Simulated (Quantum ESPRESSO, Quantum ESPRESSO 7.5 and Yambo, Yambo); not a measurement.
# Diamond (Fd-3m, 2 atoms a cell): G0W0 on several meshes in Yambo

Aim: the GW shift of Diamond (Fd-3m, 2 atoms a cell) against the k mesh.

Program: Quantum ESPRESSO 7.5 and Yambo 5.3.0. Level of theory: PBE and many-body steps on it, plane waves. Results are calculated unless marked as measured.

### 1. The starting structure

Symmetry: Fd-3m, No. 227, cubic system. The conventional cell has a = 3.567 Å, b = 3.567 Å, c = 3.567 Å, α = 90.00°, β = 90.00°, γ = 90.00°. C has 4 C at 1.54 Å nearest.

Structure file:

```cif
data_structure
_symmetry_space_group_name_H-M 'P 1'
_symmetry_Int_Tables_number 1
_cell_length_a 2.5221
_cell_length_b 2.5221
_cell_length_c 2.5221
_cell_angle_alpha 60.000
_cell_angle_beta 60.000
_cell_angle_gamma 60.000
_cell_volume 11.34
loop_
_atom_site_label
_atom_site_type_symbol
_atom_site_fract_x
_atom_site_fract_y
_atom_site_fract_z
_atom_site_occupancy
C1 C 0.00000 0.00000 0.00000 1
C2 C 0.25000 0.25000 0.25000 1
```

The cell and positions come from the Crystallography Open Database and are kept as given unless a step says otherwise.

### 2. Empty states on the mesh, 10×10×10 mesh, 137 bands

This step: Quantum ESPRESSO 7.5; DFT, PBE, plane waves, norm-conserving pseudopotentials.

The sums over transitions need many empty states on a uniform mesh; this step solves for them.

Input file pw.in:

```
&control
  calculation = 'nscf'
  prefix = 'x'
  outdir = 'o'
  pseudo_dir = 'pseudo'
/
&system
  ibrav = 0
  nat = 2
  ntyp = 1
  ecutwfc = 74.0
  nbnd = 137
  force_symmorphic = .true.
/
&electrons
  conv_thr = 1e-9
  electron_maxstep = 80
  diago_full_acc = .true.
  diago_thr_init = 5e-6
/
ATOMIC_SPECIES
  C 12.011 C.upf
CELL_PARAMETERS angstrom
  -0.0000000000 1.7833700000 1.7833700000
  1.7833700000 0.0000000000 1.7833700000
  1.7833700000 1.7833700000 0.0000000000
ATOMIC_POSITIONS crystal
  C 0.0000000000 0.0000000000 0.0000000000
  C 0.2500000000 0.2500000000 0.2500000000
K_POINTS automatic
  10 10 10 0 0 0
```

Run with:

```sh
$ OMP_NUM_THREADS=1 mpirun -n 8 pw.x -nk 4 -in pw.in > pw.out
```

Log:

```text
Program PWSCF v.7.5 starts

     This program is part of the open-source Quantum ESPRESSO suite
     for quantum simulation of materials; please cite
         "P. Giannozzi et al., J. Phys.:Condens. Matter 21 395502 (2009);
         "P. Giannozzi et al., J. Phys.:Condens. Matter 29 465901 (2017);
         "P. Giannozzi et al., J. Chem. Phys. 152 154105 (2020);
     in publications or presentations arising from this work. More details at

     Atomic positions and unit cell read from directory:
     o/x.save/

     Message from routine setup:
[...]
289.8433

          k = 0.1414 0.1414-0.1414 (   833 PWs)   bands (ev):

[...]
200.3230 200.3774 200.3774 203.0604 203.4909 203.9202 203.9202 205.7895
     [... 6 further rows ...]
   276.6814 276.6814 277.4526 281.3147 282.8143 282.8143 287.1457 288.6348
   288.6348

          k = 0.2121 0.2121-0.2121 (   827 PWs)   bands (ev):

     [... further k-points ...]

     highest occupied, lowest unoccupied level (ev):    13.3585   17.5877

     XML data file, pseudopotentials, collected wavefunctions

=------------------------------------------------------------------------------=
   JOB DONE.
=------------------------------------------------------------------------------=
```

Wall time 9.3 s (8 MPI ranks of Intel Xeon 6975P-C (Granite Rapids), shared host); peak memory 0.45 GiB; 67 s of CPU time.

This step gave:

| Quantity | Value |
| --- | --- |
| gap | 4.229 eV |
| k of the valence top | 0, 0, 0 |
| k of the conduction bottom | 0, 0.4, 0.4 |
| least direct gap | 5.626 eV |
| k points computed | 47 |
| lowest point of the top converged band, above the valence top | 268.4129 eV |

On this mesh the gap is 4.229 eV.

The density comes from a self-consistent run that is not shown.

### 3. Conversion and set-up

This step: Yambo 5.3.0; conversion and set-up on PBE, plane waves, norm-conserving pseudopotentials.

The states are converted to the many-body program's format and the q mesh is built.

Run with:

```sh
$ (cd o/x.save; p2y > p2y.log; mv SAVE ../..); yambo > setup.log
```

Log:

```text
 Yambo, version 5.3.0

 [02] CORE Variables Setup
 =========================

  [02.01] Unit cells
  ==================

  Cell kind             :  FCC
  Atoms in the cell     :  C
  number of C  atoms    :  2

  List of atomic masses
  Mass of C     :  12.01100

  List of atomic coordinates    : [cc]
  C1       :  0.000000  0.000000  0.000000  order 1
  C2       :  1.685040  1.685040  1.685040  order 2

  Alat factors          :  3.370081  3.370081  3.370081 [a.u.]
  Direct lattice volume :  76.55102 [a.u.]
  Direct lattice vectors:  A[ 1 ]  A[ 2 ]  A[ 3 ]
[...]
Q [ 1]         [rlu]:  0.000000  0.000000  0.000000
 Q [ 2]         [rlu]: -0.96442E-17 -0.96442E-17  0.10000
 Q [ 3]         [rlu]: -0.20298E-16 -0.20298E-16  0.20000
[...]
Q [ 8]         [rlu]: -0.91396E-17  0.10000      0.20000
 Q [ 9]         [rlu]: -0.13734E-17  0.10000      0.30000
 Q [10]         [rlu]:  0.35031E-16  0.10000      0.40000
     [... 35 further rows ...]
 Q [46]         [rlu]:  0.200000  0.400000 -0.300000
 Q [47]         [rlu]:  0.200000 -0.500000 -0.300000

  [03.01] X indexes
  =================

   [03.01.01] Sigma indexes
   ========================

 [06] Game Over & Game summary
```

Elapsed: 2.4 s, on 1 MPI rank; peak memory 0.24 GiB.

### 4. 10×10×10

Now the one-shot GW correction: screening in the RPA, then the self-energy of the levels asked for.

This step: G0W0 on PBE, plane waves, norm-conserving pseudopotentials.

Input file gw2.in:

```
HF_and_locXC
gw0
dyson
ppa
em1d
rim_cut
RandQpts= 1000000
RandGvec= 1 RL
EXXRLvcs= 74 Ry
VXCRLvcs= 296 Ry
Chimod= "HARTREE"
% BndsRnXp
 1 | 58 |
%
NGsBlkXp= 17 Ry
% LongDrXp
 1 | 1 | 1 |
%
% GbndRnge
 1 | 58 |
%
DysSolver= "n"
ExtendOut
PPAPntXp= 27.21138 eV
% QPkrange
 1 | 1 | 3 | 6 |
 28 | 28 | 3 | 6 |
%
```

Run with:

```sh
$ OMP_NUM_THREADS=1 mpirun -n 8 yambo -F gw2.in -J gw2 -C gw2 > gw2.log
```

Log:

```text
 Yambo, version 5.3.0

 [02] CORE Variables Setup
 =========================

  [... cell, symmetries and grids as in the set-up ...]

  [02.05] Energies & Occupations
  ==============================

  [X] === General ===
  [X] Electronic Temperature                        :  0.000000  0.000000 [eV K]
  [X] Bosonic    Temperature                        :  0.000000  0.000000 [eV K]
  [X] Finite Temperature mode                       : no
  [X] El. density                                   :  0.70524E+24 [cm-3]
  [X] Fermi Level                                   :  13.35851 [eV]

  [X] === Gaps and Widths ===
  [X] Conduction Band Min                           :  4.229215 [eV]
  [X] Valence Band Max                              :  0.000000 [eV]
  [X] Filled Bands                                  :   4
  [X] Empty Bands                                   :    5  137
  [X] Direct Gap                                    :  5.625542 [eV]
  [X] Direct Gap localized at k                     :  1
  [X] Indirect Gap                                  :  4.229215 [eV]
  [X] Indirect Gap between kpts                     :   1  28
  [X] Last valence band width                       :  8.133263 [eV]
  [X] 1st conduction band width                     :  5.284058 [eV]

 [03] Transferred momenta grid and indexing
 ==========================================

 IBZ Q-points                                      :   47
 BZ  Q-points                                      :  1000

 K/Q-points units:
 rlu = crystal or reduced units; cc = cartesian coordinates; iku = interal k-units

 Q [ 1]         [rlu]:  0.000000  0.000000  0.000000
 Q [ 2]         [rlu]: -0.96442E-17 -0.96442E-17  0.10000
 Q [ 3]         [rlu]: -0.20298E-16 -0.20298E-16  0.20000
 Q [ 4]         [rlu]:  0.52571E-17  0.52571E-17  0.30000
 Q [ 5]         [rlu]: -0.40596E-16 -0.40596E-16  0.40000
 Q [ 6]         [rlu]:  0.84430E-16  0.84430E-16 -0.50000
 Q [ 7]         [rlu]: -0.74957E-17  0.10000      0.10000
 Q [ 8]         [rlu]: -0.91396E-17  0.10000      0.20000
 Q [ 9]         [rlu]: -0.13734E-17  0.10000      0.30000
 Q [10]         [rlu]:  0.35031E-16  0.10000      0.40000
     [... 35 further rows ...]
 Q [46]         [rlu]:  0.200000  0.400000 -0.300000
 Q [47]         [rlu]:  0.200000 -0.500000 -0.300000

 [04] Coloumb potential Random Integration (RIM)
 ===============================================

  [04.01] RIM initialization
  ==========================

  * Diagonal components only detected *

  8 x (sBL volume)        :  0.025923 [a.u.]
  sBZ random points       :  1000000
  Points outside the sBZ  :   7999624
  RL volume               :  3.240325 [a.u.]
  Integrated volume       :  3.240478 [a.u.]

  [04.02] RIM integrals
  =====================

  Gamma point sphere radius             :  0.053684 [a.u.]
  Points outside the sphere             :   799635
  [Int_sBZ(q=0) 1/q^2]*(Vol_sBZ)^(-1/3) =:  7.763403
                                 should be <:  7.795600

  Summary of Coulomb integrals for non-metallic bands |Q|[au] RIM/Bare

  Q [1] 0.100000E-4 0.995870 * Q [2] 0.161462 1.064378
  Q [7] 0.186440 1.062849 * Q [15] 0.263666 1.025826
  Q [8] 0.309176 1.018699 * Q [3] 0.322924 1.016443
  Q [16] 0.372880 1.012926 * Q [14] 0.406337 1.010601
  Q [32] 0.416893 1.010058 * Q [9] 0.456683 1.008230
  Q [17] 0.484386 1.007395 * Q [4] 0.484386 1.007314
[...]
Q [26] 0.927528 1.002035 * Q [31] 0.932201 1.002157
  Q [43] 0.932201 1.002016 * Q [44] 0.950662 1.002091
  Q [46] 0.964276 1.001910 * Q [30] 0.968772 1.001792
  Q [47] 1.004011 1.001890

 [WARNING] [Xp] User bands 1-58 break level degeneracy

 [05] Dipoles
 ============

  [05.01] Setup: observables and procedures
  =========================================

 [06] Dynamic Dielectric Matrix (PPA)
 ====================================

 [SLK-Inversion]  Pools        :  2
 [SLK-Inversion]  BLACS grid   :  2  2

 [WR./gw2//ndb.pp]---------------------------------------------------------------
  Brillouin Zone Q/K grids (IBZ/BZ)                :    47  1000    47  1000
  RL vectors                                       :  1211 [WF]
  Coulomb cutoff potential                         : none
  Electronic Temperature                           :  0.000000 [K]
  Bosonic    Temperature                           :  0.000000 [K]
  PPA    diel. fun.  energies                      : Perdew, Burke & Ernzerhof(X)+Perdew, Burke & Ernzerhof(C)
  wavefunctions                                    : Perdew, Burke & Ernzerhof(X)+Perdew, Burke & Ernzerhof(C)
  Global Gauge                                     : length
  X matrix size                                    :  113
  X band range                                     :    1   58
  X e/h energy range                               : -1.000000 -1.000000 [eV]
  X Time ordering                                  : R
  X Hxc Kernel                                     : HARTREE
  X Drude frequency                                :  0.000000  0.000000
  X poles                                          :  100.0000 [o/o]
  RL vectors in the sum                            :  1211
  [r,Vnl] included                                 : yes
  Field direction                                  :  0.577350E-5  0.577350E-5  0.577350E-5
  BZ energy Double Grid                            : no
  BZ energy DbGd points                            : 0
  BZ Q point size factor                           : -1.000000
  X Optical Averaged directions                    : none

 [07] Local Exchange-Correlation + Non-Local Fock
 ================================================

 [VXC] Plane waves :   6615
 [EXS] Plane waves :   893

 QP @ state[ 1 ] K range:  1  1
 QP @ state[ 1 ] b range:   3   6
 QP @ state[ 2 ] K range:  28  28
 QP @ state[ 2 ] b range:   3   6

 [xc] Functional : Perdew, Burke & Ernzerhof(X)+Perdew, Burke & Ernzerhof(C)
 [xc] LIBXC used to calculate xc functional
  PP Number of Atomic Species                      :  1
  NLCC RL compoments                               :   6615
  PP Number of Atomic Species                      :  1
  NLCC RL compoments                               :   6615

 [xc] E_xc :  -3.558492 [Ha]
      E_xc :  -7.116984 [Ry]

  Local XC kind (lXC) : Perdew, Burke & Ernzerhof(X)+Perdew, Burke & Ernzerhof(C)
  Non-Local XC kind (nlXC) : Hartree-Fock

  Corrections @ K [1] :  [eV]
 <3|nlXC|3> = -19.20058  0.11441E-16 <3|lXC|3> = -16.96236  0.000000
 <4|nlXC|4> = -19.20058 -0.87361E-17 <4|lXC|4> = -16.96236  0.000000
 <5|nlXC|5> = -9.601876  0.31427E-17 <5|lXC|5> = -15.64308  0.000000
 <6|nlXC|6> = -9.601869  0.32683E-18 <6|lXC|6> = -15.64308  0.000000

  Corrections @ K [28] :  [eV]
 <3|nlXC|3> = -20.48115  0.12659E-16 <3|lXC|3> = -15.94937  0.000000
 <4|nlXC|4> = -20.48111 -0.65372E-17 <4|lXC|4> = -15.94937  0.18882E-15
 <5|nlXC|5> = -8.604842  0.29872E-18 <5|lXC|5> = -13.98435  0.94408E-16
 <6|nlXC|6> = -7.487469  0.49692E-18 <6|lXC|6> = -13.27776  0.23602E-16

 [08] Dyson equation: Newton solver
 ==================================

  [08.01] G0W0 (W PPA)
  ====================

  [  GW  ] Bands range     :    1   58
  [GW/PPA] G damping       :  0.100000 [eV]

  QP @ state[ 1 ] K range:  1  1
  QP @ state[ 1 ] b range:   3   6
  QP @ state[ 2 ] K range:  28  28
  QP @ state[ 2 ] b range:   3   6

   Sc/G bands                                       :    1   58
   Sc/G damping                                     :  0.100000 ev
   Sc bands terminator                              : no
   Sx RL components                                 :   893

   QP @ state[ 1 ] K range                          :  1  1
   QP @ state[ 1 ] b range                          :   3   6
   QP @ state[ 2 ] K range                          :  28  28
   QP @ state[ 2 ] b range                          :   3   6
   GF energies kind                                 : Perdew, Burke & Ernzerhof(X)+Perdew, Burke & Ernzerhof(C)
   GF WF`s kind                                     : Perdew, Burke & Ernzerhof(X)+Perdew, Burke & Ernzerhof(C)
   Xs energies kind                                 : Perdew, Burke & Ernzerhof(X)+Perdew, Burke & Ernzerhof(C)
   Xs WF`s kind                                     : Perdew, Burke & Ernzerhof(X)+Perdew, Burke & Ernzerhof(C)

 [11] Game Over & Game summary
```

The job ended after 2.9 min (8 MPI ranks; peak memory 2.7 GiB).

This step gave:

* G0W0 gap on the points computed: 5.472 eV
* starting gap on the mesh: 4.229 eV
* k of the valence top: 0, 0, 0
* k of the conduction bottom: 0, 0.4, 0.4
* least direct G0W0 gap on the computed points: 7.387 eV
* Z at the valence top: 0.8309
* Z at the conduction bottom: 0.8417

The gap on the mesh goes from 4.23 eV to 5.47 eV, a correction of +1.24 eV.

### 5. Empty states on the mesh, 6×6×6 mesh, 58 bands

This step: Quantum ESPRESSO 7.5; DFT, PBE, plane waves, norm-conserving pseudopotentials.

pw.in: that of step 2 with these lines changed.

```diff
@@ -11,3 +11,3 @@
   ecutwfc = 74.0
-  nbnd = 137
+  nbnd = 58
   force_symmorphic = .true.
@@ -30,2 +30,2 @@
 K_POINTS automatic
-  10 10 10 0 0 0
+  6 6 6 0 0 0
```

Run with:

```sh
$ OMP_NUM_THREADS=1 mpirun -n 8 pw.x -nk 4 -in pw.in > pw.out
```

Log:

```text
[banner, memory and clock lines left out]
Program PWSCF v.7.5 starts

     Atomic positions and unit cell read from directory:
     o/x.save/

     Message from routine setup:
     using ibrav=0 with symmetry is DISCOURAGED, use correct ibrav instead

     bravais-lattice index     =            0
     lattice parameter (alat)  =       4.7660  a.u.
     unit-cell volume          =      76.5510 (a.u.)^3
     number of atoms/cell      =            2
     number of atomic types    =            1
     number of electrons       =         8.00
[...]
135.2846 142.0389

          k = 0.1179 0.1179-0.1179 (   830 PWs)   bands (ev):

[...]
144.5722 146.2798

          k = 0.2357 0.2357-0.2357 (   823 PWs)   bands (ev):

[...]
119.8291 120.2772 124.5185 131.5689 132.1936 132.1936 137.9862 137.9862
   138.5155 146.9801 146.9801 148.3016 150.1569 150.1569 151.8543 156.1863
   156.3405 156.3405

          k =-0.3536-0.3536 0.3536 (   832 PWs)   bands (ev):

     [... further k-points ...]

     highest occupied, lowest unoccupied level (ev):    13.3585   17.5657

     XML data file, pseudopotentials, collected wavefunctions
```

The job ended after 20 s (8 MPI ranks; peak memory 0.39 GiB; 51 s of CPU time).

This step gave:

| Quantity | Value |
| --- | --- |
| gap | 4.207 eV |
| k of the valence top | 0, 0, 0 |
| k of the conduction bottom | 0, 0.3333, 0.3333 |
| least direct gap | 5.626 eV |
| k points computed | 16 |
| lowest point of the top converged band, above the valence top | 128.6804 eV |

On this mesh the gap is 4.207 eV.

### 6. Conversion and set-up

This step: Yambo 5.3.0; conversion and set-up on PBE, plane waves, norm-conserving pseudopotentials.

Run with:

```sh
$ (cd o/x.save; p2y > p2y.log; mv SAVE ../..); yambo > setup.log
```

Log:

```text
 Yambo, version 5.3.0

 [02] CORE Variables Setup
 =========================

  [02.01] Unit cells
  ==================

  Cell kind             :  FCC
  Atoms in the cell     :  C
  number of C  atoms    :  2

  List of atomic masses
  Mass of C     :  12.01100

  List of atomic coordinates    : [cc]
  C1       :  0.000000  0.000000  0.000000  order 1
  C2       :  1.685040  1.685040  1.685040  order 2

  Alat factors          :  3.370081  3.370081  3.370081 [a.u.]
  Direct lattice volume :  76.55102 [a.u.]
  Direct lattice vectors:  A[ 1 ]  A[ 2 ]  A[ 3 ]
[...]
Q [ 1]         [rlu]:  0.000000  0.000000  0.000000
 Q [ 2]         [rlu]:  0.39018E-17  0.39018E-17  0.16667
 Q [ 3]         [rlu]:  0.78036E-17  0.78036E-17  0.33333
[...]
Q [ 8]         [rlu]:  0.84430E-16  0.16667     -0.33333
 Q [ 9]         [rlu]: -0.37578E-16  0.16667     -0.16667
 Q [10]         [rlu]: -0.17390E-18  0.33333      0.33333
     [... 4 further rows ...]
 Q [15]         [rlu]:  0.166667  0.333333 -0.333333
 Q [16]         [rlu]:  0.166667 -0.500000 -0.333333

  [03.01] X indexes
  =================

   [03.01.01] Sigma indexes
   ========================

 [06] Game Over & Game summary
```

Run time: 2.5 s. Hardware: 1 MPI rank; peak memory 0.23 GiB.

(Part 1 of 2 ends here.)

[Paths, hosts, dates, memory and timing lines, banners, echoed tables and standing remarks are left out of the program output.]

[Logs are printed without paths, hosts, clocks, repeated set-up lines and the standing remarks that a program may print on its own settings, such as how far it seeks lower states.]

[Runs of the session that timed out or met a known fault of the program may be left out.]

[Hosts, paths, dates, database ids (printed as entryN), source tags and the programs' standing remarks are cut or masked in the printed files.]
